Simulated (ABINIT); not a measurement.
An input for ABINIT 10.8.3 (BaZrSe3 (P1)):

```
acell 3*1.0 Angstrom
rprim 
  5.287383000000 -0.000000000000 -0.000000000000
  0.003576000000 5.296392000000 -0.000000000000
  0.007950000000 0.010054000000 5.309462000000
ntypat 3
znucl 56 40 34
natom 5
typat 1 2 3 3 3
xred 
  0.998643000000 0.998478000000 0.998673000000
  0.476578000000 0.490069000000 0.476727000000
  0.488317000000 0.998506000000 0.502693000000
  0.983845000000 0.511636000000 0.518540000000
  0.492614000000 0.501310000000 0.993370000000
pp_dirpath "pseudos"
pseudos "Ba.upf, Zr.upf, Se.upf"
ecut 48
ngkpt 2 2 2
nshiftk 1
shiftk 0 0 0
kptopt 1
chksymbreak 0
istwfk *1
occopt 1
irdwfk 1
optdriver 3
nband 108
ecuteps 3.2
inclvkb 2
awtr 1
symchi 1
irdqps 1
gwcalctyp 28
nqptdm 7
qptdm 
  0.5000000000 0.0000000000 0.0000000000
  0.0000000000 0.5000000000 0.0000000000
  0.5000000000 0.5000000000 0.0000000000
  0.0000000000 0.0000000000 0.5000000000
  0.5000000000 0.0000000000 0.5000000000
  0.0000000000 0.5000000000 0.5000000000
  0.5000000000 0.5000000000 0.5000000000
indata_prefix "in"
outdata_prefix "out"
tmpdata_prefix "tmp"
```

```sh
OMP_NUM_THREADS=1 mpirun -n 4 abinit run.abi > log; mrgscr < mrgscr.stdin
```

How long will it take on 4 MPI ranks of Arm Neoverse V1, shared host, and how much memory?

It took 42 s; on shared hardware allow 21 s to 84 s. Peak host memory was 2.7 GiB.

[Paths, hosts, dates, memory and timing lines, banners, echoed tables and standing remarks are left out of the program output.]

[Logs are printed without paths, hosts, clocks, repeated set-up lines and the standing remarks that a program may print on its own settings, such as how far it seeks lower states.]

[Runs of the session that timed out or met a known fault of the program may be left out.]

[Hosts, paths, dates, database ids (printed as entryN), source tags and the programs' standing remarks are cut or masked in the printed files.]

[G0W0 gaps are taken among the corrected bands and points alone; a level outside them can change the order at an edge.]

[Where Ansatz stands beside ABINIT at settings called matched, ABINIT's density can come from a denser mesh and the files from another edition; pairs whose starting gaps differed by over 0.03 eV were left out, so agreement reads better than it is.]
